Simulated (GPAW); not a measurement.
# SrSi (Cmcm): the Si K absorption edge

Aim: the near-edge shape at the Si K edge of SrSi (Cmcm), and what the core hole does to it.

Main program and level: GPAW 26.7.0; X-ray absorption from dipole matrix elements to empty bands, plane-wave PAW LDA.

### 1. The starting structure

The structure is orthorhombic, space group Cmcm (No. 63). Conventional cell: a = 4.830 Å, b = 11.330 Å, c = 4.040 Å, α = 90.00°, β = 90.00°, γ = 90.00°. Nearest to Sr lie 7 Si at 3.26 to 3.36 Å. Nearest to Si lie 2 Si at 2.51 Å and 7 Sr at 3.26 to 3.36 Å. Farther neighbours are not listed.

Coordinates:

```cif
data_structure
_symmetry_space_group_name_H-M 'Cmcm'
_symmetry_Int_Tables_number 63
_cell_length_a 4.8300
_cell_length_b 11.3300
_cell_length_c 4.0400
_cell_angle_alpha 90.000
_cell_angle_beta 90.000
_cell_angle_gamma 90.000
_cell_volume 221.08
loop_
_atom_site_label
_atom_site_type_symbol
_atom_site_symmetry_multiplicity
_atom_site_Wyckoff_symbol
_atom_site_fract_x
_atom_site_fract_y
_atom_site_fract_z
_atom_site_occupancy
Sr1 Sr 4 c 0.50000 0.14000 0.75000 1
Si1 Si 4 c 0.50000 0.43400 0.75000 1
```

### 2. The field without a hole

A plain self-consistent run shows whether there is a gap, which decides the set-up of the core-hole run.

Input file scf.py:

```python
import numpy as np
from ase import Atoms
from ase.parallel import parprint, paropen
from gpaw import GPAW, PW, FermiDirac, Mixer, MixerDif, setup_paths
from gpaw.test import gen
setup_paths.insert(0, '.')
gen('Si', name='nch1s', xcname='LDA', corehole=(1, 0, 0), write_xml=True)
from gpaw.mpi import world
world.barrier()

atoms = Atoms('Sr2Si2',
    cell=[[2.415, -5.665, 0],
     [2.415, 5.665, 0],
     [0, 0, 4.04]],
    scaled_positions=[[0.36, 0.64, 0.25],
     [0.64, 0.36, 0.75],
     [0.066, 0.934, 0.25],
     [0.934, 0.066, 0.75]],
    pbc=True)
atoms.calc = calc = GPAW(legacy_gpaw=True, mode=PW(430), xc='LDA', setups={2: 'nch1s'},
    kpts={'size': (6, 6, 6), 'gamma': True}, occupations=FermiDirac(0.05),
    charge=0, mixer=Mixer(0.1, 5, 50), maxiter=150,
    convergence={'density': 0.0001}, txt='scf.txt')
energy = atoms.get_potential_energy() + calc.get_reference_energy()
ef = calc.get_fermi_level()
out = dict(energy=energy, fermi=ef, forces=atoms.get_forces().tolist())
parprint(f'all-electron energy {energy:.4f} eV, Fermi level {ef:.4f} eV')
ev = np.array([[calc.get_eigenvalues(k, s) for k in range(len(calc.get_ibz_k_points()))] for s in range(calc.get_number_of_spins())])
out['homo'], out['lumo'], out['counts'] = ev[ev < ef].max(), ev[ev > ef].min(), sorted(set((ev < ef).sum((0, 2)).tolist()))
out['filled'] = (ev[:, 0] < ef).sum(1).tolist()
import json
with paropen('out.json', 'w') as f:
    json.dump(out, f)
```

On the command line:

```
$ OMP_NUM_THREADS=1 mpirun -n 4 gpaw python scf.py
```

Numbers of over 12 decimals in the logs are rounded to 6 here.

The log of the run:

```text
Input parameters:
  convergence: {density: 0.0001}
  kpts: {gamma: True,
         size: (6, 6, 6)}
  maxiter: 150
  mixer: {backend: pulay,
          beta: 0.1,
          method: separate,
          nmaxold: 5,
          weight: 50}
  mode: {ecut: 430.0,
         name: pw}
  occupations: {fixmagmom: False,
                name: fermi-dirac,
                width: 0.05}
  setups: {2: nch1s}

Initialize ...

[... PAW data sets ...]

Reference energy: -188510.896502  # eV

Spin-paired calculation

[... convergence settings ...]
Symmetries present (total): 2
  [... symmetry matrices ...]

216 k-points: 6 x 6 x 6 Monkhorst-Pack grid + [1/12,1/12,1/12]
68 k-points in the irreducible part of the Brillouin zone
       k-points in crystal coordinates                weights
   0:     0.00000000    0.00000000    0.00000000          1/216
   1:     0.00000000    0.00000000    0.16666667          2/216
   2:     0.00000000    0.00000000    0.33333333          2/216
   3:     0.00000000    0.00000000    0.50000000          1/216
   4:     0.16666667   -0.16666667   -0.33333333          2/216
   5:     0.16666667   -0.16666667   -0.16666667          2/216
   6:     0.16666667   -0.16666667    0.00000000          2/216
   7:     0.16666667   -0.16666667    0.16666667          2/216
   8:     0.16666667   -0.16666667    0.33333333          2/216
   9:     0.16666667   -0.16666667    0.50000000          2/216
          ...
  67:     0.50000000    0.50000000    0.50000000          1/216

Wave functions: Plane wave expansion
  Cutoff energy: 430.000 eV
  Number of coefficients (min, max): 2220, 2268
  Pulay-stress correction: 0.000000 eV/Ang^3 (de/decut=0.000000)
  Using FFTW library
  Wavefunction extrapolation:
    Improved wavefunction reuse through dual PAW basis

Occupation numbers: Fermi-Dirac:
  width: 0.0500  # eV

Eigensolver
   Davidson(niter=2)

Densities:
  Coarse grid: 30*30*20 grid
  Fine grid: 60*60*40 grid
  Total Charge: 0.000000

Density mixing:
  Method: separate
  Backend: pulay
  Linear mixing parameter: 0.1
  old densities: 5
  Width of damping distribution: 1.1
  Damping of long wavelength oscillations: 50

[... Hamiltonian set-up ...]
Number of atoms: 4
Number of atomic orbitals: 18
Number of bands in calculation: 18
Number of valence electrons: 28
Bands to converge: occupied

... initialized

Initializing position-dependent things.

Density initialized from atomic densities
Creating initial wave functions:
  18 bands from LCAO basis set

             Si
         Sr
           Sr
       Si

Atomic positions and initial magnetic moments

Positions:
   0 Sr     2.415000    1.586200    1.010000    ( 0.0000,  0.0000,  0.0000)
   1 Sr     2.415000   -1.586200    3.030000    ( 0.0000,  0.0000,  0.0000)
   2 Si     2.415000    4.917220    1.010000    ( 0.0000,  0.0000,  0.0000)
   3 Si     2.415000   -4.917220    3.030000    ( 0.0000,  0.0000,  0.0000)

Unit cell:
           periodic     x           y           z      points  spacing
  1. axis:    yes    2.415000   -5.665000    0.000000    30     0.1481
  2. axis:    yes    2.415000    5.665000    0.000000    30     0.1481
  3. axis:    yes    0.000000    0.000000    4.040000    20     0.2020

  Lengths:   6.158283   6.158283   4.040000
  Angles:   90.000000  90.000000 133.822717

Effective grid spacing dv^(1/3) = 0.1831

iter:   1   -18.272129
iter:   2   -18.109315   -1.12  -1.07
iter:   3   -17.899170   -1.60  -1.18
iter:   4   -17.902400   -1.99  -1.36
iter:   5   -17.884013   -2.63  -1.66
iter:   6   -17.879026   -3.60  -2.31
iter:   7   -17.878339c  -3.60  -2.56
iter:   8   -17.878221c  -4.40  -2.78
iter:   9   -17.877865c  -4.47  -2.89
iter:  10   -17.877855c  -6.02  -3.35
iter:  11   -17.877877c  -6.02  -3.68
iter:  12   -17.877852c  -6.02  -3.64
iter:  13   -17.877856c  -7.04  -3.87
iter:  14   -17.877854c  -7.44c -4.04c

Converged after 14 iterations.

Dipole moment: (-0.000000, -0.000000, -0.000000) |e|*Ang

Energy contributions relative to reference atoms: (reference = -188510.896502)

Kinetic:        +11.677120
Potential:       -5.514382
External:        +0.000000
XC:             -23.518303
Entropy (-ST):   -0.012757
Local:           -0.515910
SIC:             +0.000000
--------------------------
Free energy:    -17.884232
Extrapolated:   -17.877854

Showing only first 2 kpts
 Kpt  Band  Eigenvalues  Occupancy
  0    12      4.07628    2.00000
  0    13      5.35166    1.99796
  0    14      6.71403    0.00000
  0    15      6.71911    0.00000

  1    12      3.70209    2.00000
  1    13      6.02606    0.00271
  1    14      6.48514    0.00000
  1    15      6.62981    0.00000

Fermi level: 5.69599

No gap
No difference between direct/indirect transitions

Forces in eV/Ang:
  0 Sr    0.00000   -0.10434   -0.00000
  1 Sr    0.00000    0.10434   -0.00000
  2 Si    0.00000    0.32736    0.00000
  3 Si    0.00000   -0.32736   -0.00000
Scalar-relativistic atomic LDA calculation for Si (Silicon, Z=14)
Core hole in 1s state (1s occupation: 2.0)
450 radial gridpoints.
|------------------------------------------------|
|------------------------------------------------|
[... the atom generator's iteration count ...]

Energy contributions:
-------------------------
Kinetic:     +289.200818
XC:           -19.595459
Potential:   -558.407745
-------------------------
Total:       -288.802385

state      eigenvalue         ekin         rmax
-----------------------------------------------
1s^2.0 :   -65.348349    92.179850        0.073
2s^2.0 :    -5.098251    13.047377        0.456
2p^6.0 :    -3.513548    12.237934        0.387
3s^2.0 :    -0.399754     1.628943        1.773
3p^2.0 :    -0.152955     1.030438        2.146
-----------------------------------------------
(units: Bohr and Hartree)

Generating PAW setup
Kinetic energy of the core from tauc = 284.492433
Cutoffs:
rc(s)=2.000
rc(p)=2.000
rc(d)=2.000
rc(vbar)=1.800
rc(comp)=2.000
rc(nct)=2.000

Kinetic energy of the core states: 283.882055
Charge: 0.0
Core electrons: 10.0
Valence electrons: 4.0
Pseudo-core charge: 0.185992
Shape function alpha=2.500
Pseudo-electron charge 4.425116
state    eigenvalue         norm
--------------------------------
3s(2) :    -0.399754     1.114161
*s    :     0.600246
3p(2) :    -0.152955     1.005401
*p    :     0.847045
*d    :     0.000000
--------------------------------

Diagonalizing with gridspacing h=0.050

state   all-electron     PAW
-------------------------------
3s:      -0.399754    -0.399911
3p:      -0.152955    -0.153089
*d:                    0.032715
*f:                    0.069217
-------------------------------
all-electron energy -188528.7744 eV, Fermi level 5.6960 eV
```

The job ended after 13 s (4 MPI ranks of Arm Neoverse V2, shared host; peak memory 0.2 GiB; 53 s of CPU time).

The mesh shows no gap, so the system is treated as a metal and the core electron is put at the Fermi level (neutral cell).

### 3. Spectrum without a core hole, Si atom 3

This cheap baseline ignores the attraction of the hole: it shows the absorber's empty states as they are in the ground state. The data set with a hole of occupation 0 only carries the core orbital.

The absorber has 2 Si at 2.51 Å (bent, 107°, site symmetry m2m).

Input file xas.py:

```python
import numpy as np
from ase import Atoms
from ase.parallel import parprint, paropen
from gpaw import GPAW, PW, FermiDirac, Mixer, MixerDif, setup_paths
from gpaw.test import gen
setup_paths.insert(0, '.')
gen('Si', name='nch1s', xcname='LDA', corehole=(1, 0, 0), write_xml=True)
from gpaw.mpi import world
world.barrier()

atoms = Atoms('Sr2Si2',
    cell=[[2.415, -5.665, 0],
     [2.415, 5.665, 0],
     [0, 0, 4.04]],
    scaled_positions=[[0.36, 0.64, 0.25],
     [0.64, 0.36, 0.75],
     [0.066, 0.934, 0.25],
     [0.934, 0.066, 0.75]],
    pbc=True)
atoms.calc = calc = GPAW(legacy_gpaw=True, mode=PW(430), xc='LDA', setups={2: 'nch1s'},
    kpts={'size': (8, 8, 9), 'gamma': True}, occupations=FermiDirac(0.1),
    charge=0, mixer=Mixer(0.1, 5, 50), maxiter=150,
    convergence={'density': 0.0001}, txt='scf.txt')
energy = atoms.get_potential_energy() + calc.get_reference_energy()
ef = calc.get_fermi_level()
out = dict(energy=energy, fermi=ef, forces=atoms.get_forces().tolist())
parprint(f'all-electron energy {energy:.4f} eV, Fermi level {ef:.4f} eV')
ev = np.array([[calc.get_eigenvalues(k, s) for k in range(len(calc.get_ibz_k_points()))] for s in range(calc.get_number_of_spins())])
out['homo'], out['lumo'], out['counts'] = ev[ev < ef].max(), ev[ev > ef].min(), sorted(set((ev < ef).sum((0, 2)).tolist()))
out['filled'] = (ev[:, 0] < ef).sum(1).tolist()

from ase.units import Ha
from gpaw.xas import dipole_matrix_elements
nb = int(calc.get_number_of_electrons() / 2) + 69
top, nb = nb, nb + 8 + nb // 12
nscf = calc.fixed_density(kpts={'size': (7, 7, 8), 'gamma': True}, nbands=nb,
    convergence={'bands': top, 'eigenstates': 1e-5}, maxiter=60, txt='nscf.txt')
cell = atoms.cell.array
ops = [cell.T @ U.T @ np.linalg.inv(cell.T) for U in nscf.wfs.kd.symmetry.op_scc]
E = np.arange(-25, 34, 0.1)
fwhm = np.interp(E, [4, 25], [0.9, 3.5])
Y, X, zero, highest = 0, 0, 1e9, 1e9
for spin in range(nscf.get_number_of_spins()):
    wfs = nscf.wfs
    A = dipole_matrix_elements(wfs.setups[2])
    eps = np.zeros((wfs.kd.nibzkpts, nb))
    d = np.zeros((3, A.shape[1], wfs.kd.nibzkpts, nb), complex)
    for kpt in wfs.kpt_u:
        if kpt.s == spin and 2 in kpt.P_ani:
            eps[kpt.k] = kpt.eps_n * Ha
            d[:, :, kpt.k] = (kpt.weight * wfs.nspins / 2) ** 0.5 * np.inner(A, kpt.P_ani[2])
    world.sum(eps)
    world.sum(d)
    T = np.einsum('amkn,bmkn->abkn', d, d.conj()).real
    T = sum(np.einsum('ai,ijkn,bj->abkn', R, T, R) for R in ops) / len(ops)
    empty = eps > ef
    zero, highest = min(zero, eps[empty].min()), min(highest, eps[:, top - 1].min())
    lines = [(eps, T, empty)] if spin == 0 else lines + [(eps, T, empty)]
for eps, T, empty in lines:
    f = np.einsum('aakn->akn', T).reshape(3, -1)
    x = eps.ravel() - zero
    w = np.interp(x, E, fwhm) / 2.35482
    g = np.exp(-0.5 * ((E[:, None] - x) / w) ** 2) / (w * (2 * np.pi) ** 0.5)
    Y = Y + (f * empty.ravel()) @ g.T
    X = X + (f * ~empty.ravel()) @ g.T
out.update(E=E.round(2).tolist(), xas=Y.tolist(), xes=X.tolist(), zero=zero, valid=highest - zero, nk=len(eps), nb=nb)
for i in range(0, len(E), 10):
    parprint(f'{E[i]:7.2f}', *(f'{v:10.3e}' for v in Y[:, i]))
import json
with paropen('out.json', 'w') as f:
    json.dump(out, f)
```

On the command line:

```
$ OMP_NUM_THREADS=1 mpirun -n 4 gpaw python xas.py
```

The log of the run:

```text
Input parameters:
  convergence: {density: 0.0001}
  kpts: {gamma: True,
         size: (8, 8, 9)}
  maxiter: 150
  mixer: {backend: pulay,
          beta: 0.1,
          method: separate,
          nmaxold: 5,
          weight: 50}
  mode: {ecut: 430.0,
         name: pw}
  occupations: {fixmagmom: False,
                name: fermi-dirac,
                width: 0.1}
  setups: {2: nch1s}

Initialize ...

[...]
*p    :     0.847045
*d    :     0.000000
--------------------------------

Diagonalizing with gridspacing h=0.050

state   all-electron     PAW
-------------------------------
3s:      -0.399754    -0.399911
3p:      -0.152955    -0.153089
*d:                    0.032715
*f:                    0.069217
-------------------------------
all-electron energy -188528.7722 eV, Fermi level 5.6838 eV
[...]
32.00  4.283e-06  4.365e-06  3.995e-06
  33.00  4.332e-06  4.339e-06  4.031e-06
[key lines of the parts left out:]
Converged after 15 iterations.
Dipole moment: (-0.000000, -0.000000, -0.000000) |e|*Ang
Free energy:    -17.902388
Fermi level: 5.68382
```

Run time: 1.7 min. Hardware: 4 MPI ranks; peak memory 0.46 GiB.

The Si K spectrum, Si atom 3, no core hole (energy from the lowest empty level; intensity scaled to a mean of 1 over the first 20 eV; polarised curves are means over the symmetry-equivalent atoms):

| E (eV) | isotropic | ε ∥ x | ε ∥ y | ε ∥ z |
| --- | --- | --- | --- | --- |
| -2.0 | 0.00 | 0.00 | 0.00 | 0.00 |
| -1.5 | 0.00 | 0.00 | 0.00 | 0.00 |
| -1.0 | 0.00 | 0.00 | 0.00 | 0.00 |
| -0.5 | 0.05 | 0.06 | 0.04 | 0.05 |
| 0.0 | 0.27 | 0.26 | 0.24 | 0.30 |
| 0.5 | 0.54 | 0.51 | 0.54 | 0.56 |
| 1.0 | 0.63 | 0.56 | 0.62 | 0.71 |
| 1.5 | 0.66 | 0.42 | 0.58 | 1.00 |
| 2.0 | 0.68 | 0.38 | 0.65 | 1.02 |
| 2.5 | 0.75 | 0.48 | 0.79 | 0.98 |
| 3.0 | 0.86 | 0.58 | 0.89 | 1.09 |
| 3.5 | 0.89 | 0.68 | 0.88 | 1.10 |
| 4.0 | 0.96 | 0.77 | 1.02 | 1.07 |
| 4.5 | 1.05 | 0.76 | 1.25 | 1.14 |
| 5.0 | 1.19 | 0.97 | 1.30 | 1.31 |
| 5.5 | 1.34 | 1.35 | 1.32 | 1.35 |
| 6.0 | 1.50 | 1.69 | 1.51 | 1.29 |
| 6.5 | 1.59 | 1.80 | 1.71 | 1.26 |
| 7.0 | 1.62 | 1.73 | 1.76 | 1.37 |
| 7.5 | 1.68 | 1.80 | 1.74 | 1.50 |
| 8.0 | 1.67 | 1.96 | 1.63 | 1.43 |
| 8.5 | 1.51 | 1.89 | 1.43 | 1.20 |
| 9.0 | 1.30 | 1.61 | 1.22 | 1.06 |
| 9.5 | 1.14 | 1.30 | 1.04 | 1.08 |
| 10.0 | 1.03 | 1.07 | 0.90 | 1.14 |
| 10.5 | 0.97 | 0.93 | 0.80 | 1.19 |
| 11.0 | 0.95 | 0.86 | 0.78 | 1.22 |
| 11.5 | 0.93 | 0.81 | 0.80 | 1.19 |
| 12.0 | 0.89 | 0.76 | 0.82 | 1.09 |
| 12.5 | 0.85 | 0.71 | 0.87 | 0.98 |
| 13.0 | 0.84 | 0.66 | 0.92 | 0.92 |
| 13.5 | 0.84 | 0.62 | 0.97 | 0.94 |
| 14.0 | 0.84 | 0.59 | 0.97 | 0.96 |
| 14.5 | 0.83 | 0.57 | 0.93 | 0.99 |
| 15.0 | 0.82 | 0.58 | 0.88 | 1.02 |
| 15.5 | 0.83 | 0.62 | 0.84 | 1.04 |
| 16.0 | 0.85 | 0.68 | 0.82 | 1.04 |
| 16.5 | 0.86 | 0.74 | 0.82 | 1.01 |
| 17.0 | 0.86 | 0.79 | 0.84 | 0.94 |
| 17.5 | 0.86 | 0.82 | 0.88 | 0.87 |
| 18.0 | 0.87 | 0.86 | 0.93 | 0.82 |
| 18.5 | 0.90 | 0.90 | 0.98 | 0.80 |
| 19.0 | 0.93 | 0.95 | 1.02 | 0.82 |
| 19.5 | 0.96 | 1.01 | 1.03 | 0.85 |
| 20.0 | 0.98 | 1.05 | 1.02 | 0.88 |
| 20.5 | 1.00 | 1.07 | 1.01 | 0.91 |
| 21.0 | 0.99 | 1.07 | 0.98 | 0.92 |
| 21.5 | 0.98 | 1.05 | 0.95 | 0.93 |
| 22.0 | 0.96 | 1.02 | 0.91 | 0.94 |
| 22.5 | 0.94 | 0.98 | 0.88 | 0.95 |
| 23.0 | 0.92 | 0.94 | 0.86 | 0.96 |
| 23.5 | 0.91 | 0.91 | 0.84 | 0.97 |
| 24.0 | 0.89 | 0.88 | 0.83 | 0.96 |
| 24.5 | 0.88 | 0.86 | 0.82 | 0.95 |
| 25.0 | 0.86 | 0.85 | 0.81 | 0.92 |
| 25.5 | 0.84 | 0.85 | 0.81 | 0.87 |
| 26.0 | 0.82 | 0.84 | 0.80 | 0.83 |
| 26.5 | 0.81 | 0.84 | 0.80 | 0.78 |
| 27.0 | 0.79 | 0.84 | 0.80 | 0.74 |
| 27.5 | 0.78 | 0.84 | 0.80 | 0.71 |
| 28.0 | 0.78 | 0.84 | 0.80 | 0.69 |
| 28.5 | 0.77 | 0.83 | 0.80 | 0.68 |
| 29.0 | 0.76 | 0.82 | 0.80 | 0.67 |
| 29.5 | 0.76 | 0.80 | 0.80 | 0.67 |
| 30.0 | 0.75 | 0.78 | 0.79 | 0.67 |

Main maxima below 24 eV (height): 7.7 eV (1.69) and 20.6 eV (1.00). A K edge sees empty p states on the absorber.

The same matrix elements for filled bands give the Si K emission of Si atom 3 (ground-state approximation; energy from the lowest empty level, largest value 1):

| E (eV) | emission |
| --- | --- |
| -24.00 | 0.00 |
| -23.25 | 0.00 |
| -22.50 | 0.00 |
| -21.75 | 0.00 |
| -21.00 | 0.00 |
| -20.25 | 0.00 |
| -19.50 | 0.00 |
| -18.75 | 0.00 |
| -18.00 | 0.00 |
| -17.25 | 0.00 |
| -16.50 | 0.00 |
| -15.75 | 0.00 |
| -15.00 | 0.00 |
| -14.25 | 0.00 |
| -13.50 | 0.00 |
| -12.75 | 0.00 |
| -12.00 | 0.00 |
| -11.25 | 0.00 |
| -10.50 | 0.00 |
| -9.75 | 0.01 |
| -9.00 | 0.03 |
| -8.25 | 0.04 |
| -7.50 | 0.04 |
| -6.75 | 0.04 |
| -6.00 | 0.05 |
| -5.25 | 0.07 |
| -4.50 | 0.03 |
| -3.75 | 0.21 |
| -3.00 | 0.68 |
| -2.25 | 0.88 |
| -1.50 | 0.99 |
| -0.75 | 0.55 |
| 0.00 | 0.13 |
| 0.75 | 0.01 |
| 1.50 | 0.00 |
| 2.25 | 0.00 |
| 3.00 | 0.00 |

Emission maxima: -1.6 eV (1.00).

### 4. Supercell without a hole, the energy reference

The photon energy needs a difference of total energies, so the cell and mesh of the coming hole run are first run without a hole.

scf.py: that of step 2 with these lines changed.

```diff
@@ -10,13 +10,25 @@
 
-atoms = Atoms('Sr2Si2',
-    cell=[[2.415, -5.665, 0],
-     [2.415, 5.665, 0],
-     [0, 0, 4.04]],
-    scaled_positions=[[0.36, 0.64, 0.25],
-     [0.64, 0.36, 0.75],
-     [0.066, 0.934, 0.25],
-     [0.934, 0.066, 0.75]],
+atoms = Atoms('Sr8Si8',
+    cell=[[2.415, -5.665, 4.04],
+     [2.415, 5.665, 4.04],
+     [-4.83, 0, 8.08]],
+    scaled_positions=[[0.1725, 0.4525, 0.8125],
+     [0.4225, 0.7025, 0.0625],
+     [0.6725, 0.9525, 0.3125],
+     [0.9225, 0.2025, 0.5625],
+     [0.5775, 0.2975, 0.9375],
+     [0.8275, 0.5475, 0.1875],
+     [0.0775, 0.7975, 0.4375],
+     [0.3275, 0.0475, 0.6875],
+     [0.8785, 0.7465, 0.8125],
+     [0.1285, 0.9965, 0.0625],
+     [0.3785, 0.2465, 0.3125],
+     [0.6285, 0.4965, 0.5625],
+     [0.8715, 0.0035, 0.9375],
+     [0.1215, 0.2535, 0.1875],
+     [0.3715, 0.5035, 0.4375],
+     [0.6215, 0.7535, 0.6875]],
     pbc=True)
-atoms.calc = calc = GPAW(legacy_gpaw=True, mode=PW(430), xc='LDA', setups={2: 'nch1s'},
-    kpts={'size': (6, 6, 6), 'gamma': True}, occupations=FermiDirac(0.05),
+atoms.calc = calc = GPAW(legacy_gpaw=True, mode=PW(430), xc='LDA', setups={8: 'nch1s'},
+    kpts={'size': (4, 4, 3), 'gamma': True}, occupations=FermiDirac(0.1),
     charge=0, mixer=Mixer(0.1, 5, 50), maxiter=150,
```

On the command line:

```
$ OMP_NUM_THREADS=1 mpirun -n 4 gpaw python scf.py
```

The log of the run:

```text
Input parameters:
  convergence: {density: 0.0001}
  kpts: {gamma: True,
         size: (4, 4, 3)}
  maxiter: 150
  mixer: {backend: pulay,
          beta: 0.1,
          method: separate,
          nmaxold: 5,
          weight: 50}
  mode: {ecut: 430.0,
         name: pw}
  occupations: {fixmagmom: False,
                name: fermi-dirac,
                width: 0.1}
  setups: {8: nch1s}

Initialize ...

[...]
3s(2) :    -0.399754     1.114161
*s    :     0.600246
3p(2) :    -0.152955     1.005401
*p    :     0.847045
*d    :     0.000000
--------------------------------

Diagonalizing with gridspacing h=0.050

state   all-electron     PAW
-------------------------------
3s:      -0.399754    -0.399911
3p:      -0.152955    -0.153089
*d:                    0.032715
*f:                    0.069217
-------------------------------
all-electron energy -754115.1017 eV, Fermi level 5.6831 eV
[key lines of the parts left out:]
Converged after 14 iterations.
Dipole moment: (0.000000, 0.000000, 0.000000) |e|*Ang
Free energy:    -71.616148
Fermi level: 5.68306
```

Elapsed: 95 s, on 4 MPI ranks; peak memory 0.4 GiB; 6.3 min of CPU time.

Reference energy: -754115.102 eV with the cores included.

[end of part 1 of 2]

[Banner, clock and machine lines of the logs are left out without a mark of their own.]

[Logs are printed without paths, hosts, clocks, repeated set-up lines and the standing remarks that a program may print on its own settings, such as how far it seeks lower states.]

[Hosts, paths, dates, database ids (printed as entryN), source tags and the programs' standing remarks are cut or masked in the printed files.]

[Lists of maxima count a maximum above −3 eV only where it reaches 4 % of the highest in the window and stands out from its surroundings by 2 % of it (1.5 % where it reaches 55 %); shoulders and weaker maxima are passed over, and of the rest the first, up to two pre-edge ones and the few strongest are named.]
